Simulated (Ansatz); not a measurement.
# How fast states decay through YLuCl6, part 2 of 2

Wanted: the relaxed cell of YLuCl6, its band edges and its decay constants. It is built by putting Y for part of the Lu in the LuCl3 structure of space group P6_3/mmc, with the volume rescaled by atomic radii. The parent structure comes from the Materials Project.

Ansatz 0.2.0; r2SCAN DFT, plane waves, PAW files (the session's first sound run).

So far, gap on the k-mesh (eV): step 3 (band edges, r2SCAN) 4.06; step 4 (complex bands, plane (100), k-mesh 4×6×4, r2SCAN) 4.05; step 6 (PBEsol, cutoff 420 eV) 3.47.

The structure was built from a prototype and need not be the compound's stable phase.

### 7. Complex bands at another level, cutoff 420 eV

This step: PBEsol DFT, plane waves, PAW files; complex bands by layer matching along the plane's normal (Ansatz 0.2.0).

The complex bands at that level, over its own gap, at (0, 0) and (0, 0.1667).

input.yaml reads:

```yaml
crystal:
  lattice:
    - [9.497891739, 0.0, 0.0]
    - [0.0, 3.544814328, 0.0]
    - [4.74894587, 0.0, 8.225415528]
  atoms:
    - { symbol: "Y", position: [0.6666666667, 0.25, 0.6666666667] }
    - { symbol: Lu, position: [0.3333333333, 0.75, 0.3333333333] }
    - { symbol: Cl, position: [0.4268982582, 0.75, 0.7865508709] }
    - { symbol: Cl, position: [0.7865508709, 0.75, 0.4268982582] }
    - { symbol: Cl, position: [0.7865508709, 0.75, 0.7865508709] }
    - { symbol: Cl, position: [0.5673498557, 0.25, 0.2163250721] }
    - { symbol: Cl, position: [0.2163250721, 0.25, 0.5673498557] }
    - { symbol: Cl, position: [0.2163250721, 0.25, 0.2163250721] }
kpoints:
  mp_grid: { grid: [4, 6, 4] }
scf:
  occupations: { method: fixed }
hamiltonian:
  xc: pbesol
output:
  eigenvalues: true
  transmission:
    leads: [[0, 0]]
    kpoints: [[0.0, 0.0], [0.0, 0.1667]]
    e_range: [-1.0, 4.47]
    de: 0.14
```

Launch:

```bash
> ansatz run input.yaml --threads 2 --pin off --max-ram 4096MiB --backend cpu --events-out ev --progress --plain --runs-dir out
```

The job ended after 65 s (2 threads of Intel Xeon Platinum 8488C (Sapphire Rapids), shared host; peak memory 1.2 GiB; 1.7 min of CPU time).

Numbers from this step:

- free energy: -24788.8029 eV
- Fermi energy: 0.6482 eV
- gap on the k-mesh: 3.473 eV
- level to which the leads are filled: 1.737 eV from the Fermi level
- decay constant at the filling level, zone centre: 0.4886 Å⁻¹
- decay constant at the filling level, slowest listed point: 0.4886 Å⁻¹

K parallel (0, 0); values up to 1.5 1/Å, a degenerate pair printed once or twice; energies at which all values exceed this have no row. Table of Im kz of the slowest decaying states by energy, zero at the highest filled level on the SCF mesh:

```
energy (eV)  decay 1 (Å⁻¹)  decay 2 (Å⁻¹)  decay 3 (Å⁻¹)  decay 4 (Å⁻¹)
      -1.00         0.0685          0.188          0.428          0.723
      -0.72          0.140          0.221          0.463          0.714
      -0.58         0.0663          0.171          0.257          0.276
      -0.30         0.0570          0.302          0.321          0.425
      -0.16          0.357          0.505          0.510          0.545
      -0.02          0.385          0.575          0.579          0.614
       0.12          0.204          0.408          0.605          0.627
       0.26          0.289          0.426          0.627          0.671
       0.54          0.397          0.454          0.658          0.690
       0.68          0.437          0.464          0.670          0.685
       0.96          0.479          0.502          0.675          0.689
       1.24          0.487          0.555          0.661          0.702
       1.38          0.490          0.578          0.654          0.707
       1.66          0.490          0.620          0.637          0.714
       1.80          0.489          0.627          0.640          0.717
       2.08          0.481          0.607          0.676          0.719
       2.22          0.474          0.595          0.693          0.719
       2.50          0.454          0.571          0.717          0.726
       2.78          0.420          0.547          0.712          0.756
       2.92          0.394          0.535          0.708          0.770
       3.20          0.311          0.511          0.698          0.796
       3.34          0.235          0.499          0.691          0.807
       3.62         0.0483          0.472          0.672          0.787
       3.76          0.139          0.455          0.658          0.751
       4.04          0.435          0.607          0.631          0.800
       4.18          0.470          0.557          0.576          0.782
       4.46          0.416          0.501          0.665          0.747
```

K parallel (0, 0.1667); values up to 1.5 1/Å, a degenerate pair printed once or twice; energies at which all values exceed this have no row. The Im kz of the slowest decaying states by energy, zero at the highest filled level on the SCF mesh:

```
energy (eV)  decay 1 (Å⁻¹)  decay 2 (Å⁻¹)  decay 3 (Å⁻¹)  decay 4 (Å⁻¹)
      -1.00         0.0584          0.201          0.253          0.432
      -0.72          0.211          0.305          0.538           1.06
      -0.44         0.0681          0.283          0.313          0.539
      -0.16          0.401          0.543          0.626          0.715
      -0.02          0.434          0.608          0.654          0.710
       0.12          0.206          0.461          0.660          0.676
       0.40          0.356          0.500          0.711          0.725
       0.68          0.444          0.526          0.728          0.735
       0.96          0.508          0.545          0.727          0.753
       1.24          0.557          0.558          0.721          0.767
       1.52          0.564          0.598          0.710          0.776
       1.80          0.567          0.631          0.696          0.782
       1.94          0.567          0.645          0.688          0.784
       2.22          0.564          0.668          0.669          0.786
       2.50          0.557          0.646          0.689          0.786
       2.78          0.545          0.620          0.704          0.784
       3.06          0.522          0.595          0.715          0.780
       3.34          0.485          0.571          0.721          0.772
       3.62          0.423          0.551          0.723          0.762
       3.90          0.316          0.530          0.720          0.745
       4.18          0.509          0.714          0.716          0.842
       4.46          0.181          0.483          0.659          0.703
```

At the listed wavevectors the last open channel is at -0.02 eV and the next at +3.48 eV on the grid. At +1.80 eV, the grid energy nearest the filling level (the middle of the gap on the SCF mesh), the slowest state at the listed wavevectors decays with κ = 0.489 Å⁻¹, its amplitude falling by e over 2.0 Å; the first such run, plane (100), gave 0.515 Å⁻¹.

### 8. A repeat with changed settings: output.transmission.temperature = 77.0

This step: r2SCAN DFT, plane waves, PAW files; complex bands by layer matching along the plane's normal; changed: output.transmission.temperature = 77.0 (Ansatz 0.2.0).

This run repeats an earlier one, its twin (the complex run, plane (100)), with one setting changed (output.transmission.temperature; files written aside). It is meant to test how the leads' temperature enters. Where the input is shown as a difference, that is against the step before, not the twin.

Changes to input.yaml since step 7:

```diff
@@ -19,3 +19,3 @@
 hamiltonian:
-  xc: pbesol
+  xc: r2scan
 output:
@@ -25,3 +25,4 @@
     kpoints: [[0.0, 0.0], [0.0, 0.1667]]
-    e_range: [-1.0, 4.47]
-    de: 0.14
+    e_range: [-1.0, 5.05]
+    de: 0.15
+    temperature: 77.0
```

Run time: 1.8 min. Hardware: 2 threads; peak memory 2 GiB; 2.9 min of CPU time.

This step gave:

* free energy: -25124.5467 eV
* Fermi energy: 0.3054 eV
* gap on the k-mesh: 4.054 eV
* level to which the leads are filled: 2.027 eV from the Fermi level
* decay constant at the filling level, zone centre: 0.5154 Å⁻¹
* decay constant at the filling level, slowest listed point: 0.5154 Å⁻¹

K parallel (0, 0); values up to 1.5 1/Å, a degenerate pair printed once or twice; energies at which all values exceed this have no row. The Im kz of the slowest decaying states by energy, zero at the highest filled level on the SCF mesh:

```
energy (eV)  decay 1 (Å⁻¹)  decay 2 (Å⁻¹)  decay 3 (Å⁻¹)  decay 4 (Å⁻¹)
      -1.00         0.0241         0.0707          0.185          0.427
      -0.70          0.148          0.223          0.420          0.742
      -0.55          0.112          0.204          0.341          0.739
      -0.25          0.341          0.418          0.459          0.525
      -0.10          0.378          0.540          0.568          0.569
       0.05          0.138          0.406          0.601          0.602
       0.20          0.258          0.429          0.627          0.653
       0.50          0.385          0.463          0.665          0.723
       0.65          0.430          0.476          0.679          0.720
       0.95          0.495          0.503          0.702          0.711
       1.10          0.502          0.533          0.706          0.711
       1.40          0.512          0.585          0.694          0.724
       1.70          0.516          0.631          0.680          0.733
       1.85          0.516          0.652          0.672          0.736
       2.15          0.513          0.654          0.691          0.740
       2.30          0.510          0.644          0.710          0.741
       2.60          0.498          0.623          0.740          0.746
       2.90          0.478          0.600          0.737          0.781
       3.05          0.463          0.589          0.735          0.797
       3.35          0.423          0.565          0.727          0.828
       3.50          0.393          0.553          0.723          0.842
       3.80          0.299          0.530          0.710          0.862
       4.10          0.505          0.692          0.830          0.837
       4.25          0.110          0.491          0.679          0.799
       4.55          0.216          0.442          0.639          0.720
       4.70          0.460          0.602          0.650          0.762
       5.00          0.450          0.516          0.653          0.730
```

K parallel (0, 0.1667); values up to 1.5 1/Å, a degenerate pair printed once or twice; energies at which all values exceed this have no row. Im kz of the slowest decaying states against energy, zero at the highest filled level on the SCF mesh:

```
energy (eV)  decay 1 (Å⁻¹)  decay 2 (Å⁻¹)  decay 3 (Å⁻¹)  decay 4 (Å⁻¹)
      -1.00          0.195          0.229          0.426          0.585
      -0.70          0.216          0.310          0.558           1.00
      -0.55          0.157          0.486          0.631           1.05
      -0.25         0.0303          0.379          0.490          0.610
      -0.10          0.423          0.572          0.646          0.736
       0.05          0.136          0.456          0.635          0.674
       0.20          0.263          0.482          0.686          0.696
       0.50          0.394          0.521          0.731          0.752
       0.65          0.440          0.536          0.744          0.755
       0.95          0.511          0.558          0.756          0.766
       1.10          0.540          0.566          0.755          0.774
       1.40          0.579          0.589          0.749          0.788
       1.70          0.586          0.630          0.740          0.797
       1.85          0.588          0.647          0.734          0.801
       2.15          0.590          0.678          0.719          0.806
       2.30          0.589          0.691          0.710          0.808
       2.60          0.584          0.691          0.715          0.809
       2.90          0.575          0.669          0.734          0.808
       3.05          0.568          0.658          0.742          0.807
       3.35          0.549          0.634          0.755          0.803
       3.50          0.536          0.622          0.760          0.801
       3.80          0.498          0.600          0.766          0.794
       4.10          0.440          0.579          0.768          0.784
       4.25          0.398          0.569          0.768          0.777
       4.55          0.258          0.548          0.759          0.763
       4.70          0.537          0.744          0.759          0.836
       5.00          0.185          0.513          0.694          0.749
```

The temperature enters the conductance and not T(E) itself. No conductance was computed here for it to change.

### 9. A check of the settings: hamiltonian.hubbard

This step: r2SCAN DFT, plane waves, PAW files; complex bands by layer matching along the plane's normal; changed: hamiltonian.hubbard = {"sites": [{"species": "Y", "l": "d", "u_eff": 4.0}], "double_counting": "amf"} (Ansatz 0.2.0).

This run repeats an earlier one, its twin (the complex run, plane (100)), with two settings changed (hamiltonian.hubbard.sites, hamiltonian.hubbard.double_counting; files written aside). It is meant to test what a Hubbard term shifts. Where the input is shown as a difference, that is against the step before, not the twin.

Changes to input.yaml since step 8:

```diff
@@ -20,2 +20,3 @@
   xc: r2scan
+  hubbard: { sites: [{ species: "Y", l: d, u_eff: 4.0 }], double_counting: amf }
 output:
@@ -27,2 +28 @@
     de: 0.15
-    temperature: 77.0
```

Run time: 2.1 min. Hardware: 2 threads; peak memory 2.2 GiB.

Numbers from this step:

- free energy: -25124.5875 eV
- Fermi energy: 0.3056 eV
- gap on the k-mesh: 4.145 eV
- level to which the leads are filled: 2.073 eV from the Fermi level
- decay constant at the filling level, zone centre: 0.5158 Å⁻¹
- decay constant at the filling level, slowest listed point: 0.5158 Å⁻¹

K parallel (0, 0); values up to 1.5 1/Å, a degenerate pair printed once or twice; energies at which all values exceed this have no row. The Im kz of the slowest decaying states by energy, zero at the highest filled level on the SCF mesh:

```
energy (eV)  decay 1 (Å⁻¹)  decay 2 (Å⁻¹)  decay 3 (Å⁻¹)  decay 4 (Å⁻¹)
      -1.00         0.0754          0.150          0.184          0.297
      -0.70          0.147          0.222          0.420          0.722
      -0.55          0.103          0.200          0.336          0.720
      -0.25          0.340          0.418          0.454          0.520
      -0.10          0.377          0.534          0.562          0.568
       0.05          0.138          0.405          0.592          0.595
       0.20          0.258          0.428          0.615          0.643
       0.50          0.385          0.462          0.648          0.707
       0.65          0.430          0.475          0.660          0.704
       0.95          0.495          0.503          0.676          0.696
       1.10          0.502          0.533          0.682          0.692
       1.40          0.511          0.585          0.681          0.691
       1.70          0.516          0.631          0.668          0.696
       1.85          0.516          0.652          0.661          0.697
       2.15          0.514          0.645          0.691          0.698
       2.30          0.511          0.636          0.698          0.711
       2.60          0.500          0.617          0.696          0.753
       2.90          0.481          0.596          0.693          0.797
       3.05          0.468          0.585          0.690          0.796
       3.35          0.432          0.563          0.684          0.792
       3.50          0.406          0.552          0.680          0.790
       3.80          0.328          0.530          0.671          0.783
       4.10          0.136          0.507          0.659          0.761
       4.25          0.494          0.651          0.749          0.766
       4.55          0.461          0.628          0.725          0.726
       4.70          0.406          0.609          0.687          0.714
       5.00          0.447          0.533          0.651          0.671
```

K parallel (0, 0.1667); values up to 1.5 1/Å, a degenerate pair printed once or twice; energies at which all values exceed this have no row. Table of Im kz of the slowest decaying states by energy, zero at the highest filled level on the SCF mesh:

```
energy (eV)  decay 1 (Å⁻¹)  decay 2 (Å⁻¹)  decay 3 (Å⁻¹)  decay 4 (Å⁻¹)
      -1.00          0.194          0.218          0.427          0.580
      -0.70          0.213          0.307          0.553          0.838
      -0.55          0.150          0.478          0.624          0.846
      -0.25         0.0289          0.379          0.486          0.599
      -0.10          0.423          0.569          0.632          0.727
       0.05          0.136          0.456          0.631          0.657
       0.20          0.262          0.483          0.676          0.681
       0.50          0.394          0.522          0.704          0.733
       0.65          0.439          0.536          0.715          0.735
       0.95          0.510          0.559          0.730          0.736
       1.10          0.539          0.567          0.735          0.736
       1.40          0.580          0.589          0.730          0.745
       1.70          0.587          0.629          0.723          0.751
       1.85          0.589          0.646          0.718          0.753
       2.15          0.591          0.677          0.706          0.755
       2.30          0.590          0.690          0.699          0.756
       2.60          0.586          0.682          0.713          0.755
       2.90          0.577          0.663          0.732          0.753
       3.05          0.571          0.653          0.739          0.752
       3.35          0.553          0.632          0.748          0.751
       3.50          0.540          0.621          0.745          0.755
       3.80          0.506          0.601          0.739          0.760
       4.10          0.455          0.581          0.731          0.761
       4.25          0.419          0.571          0.726          0.760
       4.55          0.313          0.551          0.714          0.755
       4.70          0.213          0.540          0.707          0.751
       5.00         0.0953          0.518          0.684          0.739
```

The least decay constant is 0.516 Å⁻¹ against 0.515 Å⁻¹ in the twin: no change within 1 %.

### 10. Results

```json
{
 "band gap": "4.05 eV",
 "least decay constant at mid-gap, normal to (100)": "0.515 Å⁻¹",
 "least decay constant on a mesh, normal to (100)": "0.515 Å⁻¹",
 "least decay constant, PBEsol": "0.489 Å⁻¹"
}
```

**Reading.** With r2SCAN, the slowest decay at the wavevectors tried is κ = 0.515 Å⁻¹, normal to (100). Through such a film the transmission near mid-gap falls as exp(−2κd), a factor of ten every 2.2 Å. A free electron under a barrier of half the gap would need a mass of 0.50 mₑ to decay at this rate. With PBEsol the gap goes from 4.05 to 3.47 eV and the decay constant, over the first 2 listed wavevectors, from 0.515 to 0.489 Å⁻¹. The compound is made up by substitution; its stability against other phases and against distortions of the cell's symmetry was not tested. r2SCAN still narrows gaps, if less than LDA and GGA do, so real decay constants are likely larger.

[Logs are printed without paths, hosts, clocks, repeated set-up lines and the standing remarks that a program may print on its own settings, such as how far it seeks lower states.]

[Hosts, paths, dates, database ids (printed as entryN), source tags and the programs' standing remarks are cut or masked in the printed files.]
